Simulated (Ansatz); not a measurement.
Consider Y2Ti2O7 (Fd-3m).

```
Y Ti O
1.0
     0.00000    5.04930    5.04930
     5.04930    0.00000    5.04930
     5.04930    5.04930    0.00000
Y Ti O
4 4 14
Cartesian
  1.2623 1.2623 1.2623
  1.2623 3.7870 3.7870
  3.7870 3.7870 1.2623
  3.7870 1.2623 3.7870
  6.3116 6.3116 6.3116
  6.3116 3.7870 3.7870
  3.7870 3.7870 6.3116
  3.7870 6.3116 3.7870
  9.6396 7.5739 7.5739
  5.0493 7.1149 5.0493
  5.5083 7.5739 7.5739
  5.0493 2.9837 5.0493
  7.5739 9.6396 7.5739
  5.0493 5.0493 7.1149
  7.5739 5.5083 7.5739
  5.0493 5.0493 2.9837
  2.9837 5.0493 5.0493
  7.5739 7.5739 9.6396
  7.1149 5.0493 5.0493
  7.5739 7.5739 5.5083
  0.0000 0.0000 0.0000
  2.5246 2.5246 2.5246
```

Geometry: measured cell, ions relaxed with LDA. The runs that relaxed it are not among those shown. PAW set soft_2, made with PBE.

Gaps computed with Ansatz 0.2.0 without a self-energy: LDA 2.80 eV, LDA+SOC 2.79 eV, r2SCAN 3.28 eV and HSE06 4.50 eV. The mean ε∞ by LDA perturbation theory is 6.00.

Question: Estimate the G0W0@LDA gap with 2×2×2 mesh, 968 empty bands, screening to 140 eV, default PAW files.

About 4.64 eV: on its mesh the run moves the gap from 2.78 eV by +1.86 eV. Among the scalar-relativistic levels given, HSE06 is nearest (−0.14 eV). One-shot corrections scale roughly with one over ε∞, here 0.17. Bands and cutoff are finite, so the gap is not at the basis limit. The miss can reach some tenths of an eV and take either sign; the mesh is an error of its own. The 2×2×2 mesh is coarse for this cell (its supercell is 14 Å along the shortest edge). The RPA ε∞ on it, from the LDA start, is 6.17; such meshes misread the long-range screening, most where the gap is narrow. The many-body steps are scalar-relativistic: spin-orbit coupling is not in them.

[Paths, hosts, dates, memory and timing lines, banners, echoed tables and standing remarks are left out of the program output.]

[Logs are printed without paths, hosts, clocks, repeated set-up lines and the standing remarks that a program may print on its own settings, such as how far it seeks lower states.]

[Runs of the session that timed out or met a known fault of the program may be left out.]

[Cells called generated may have been cut or substituted from an entry of the Crystallography Open Database or the Materials Project.]

[Hosts, paths, dates, database ids (printed as entryN), source tags and the programs' standing remarks are cut or masked in the printed files.]
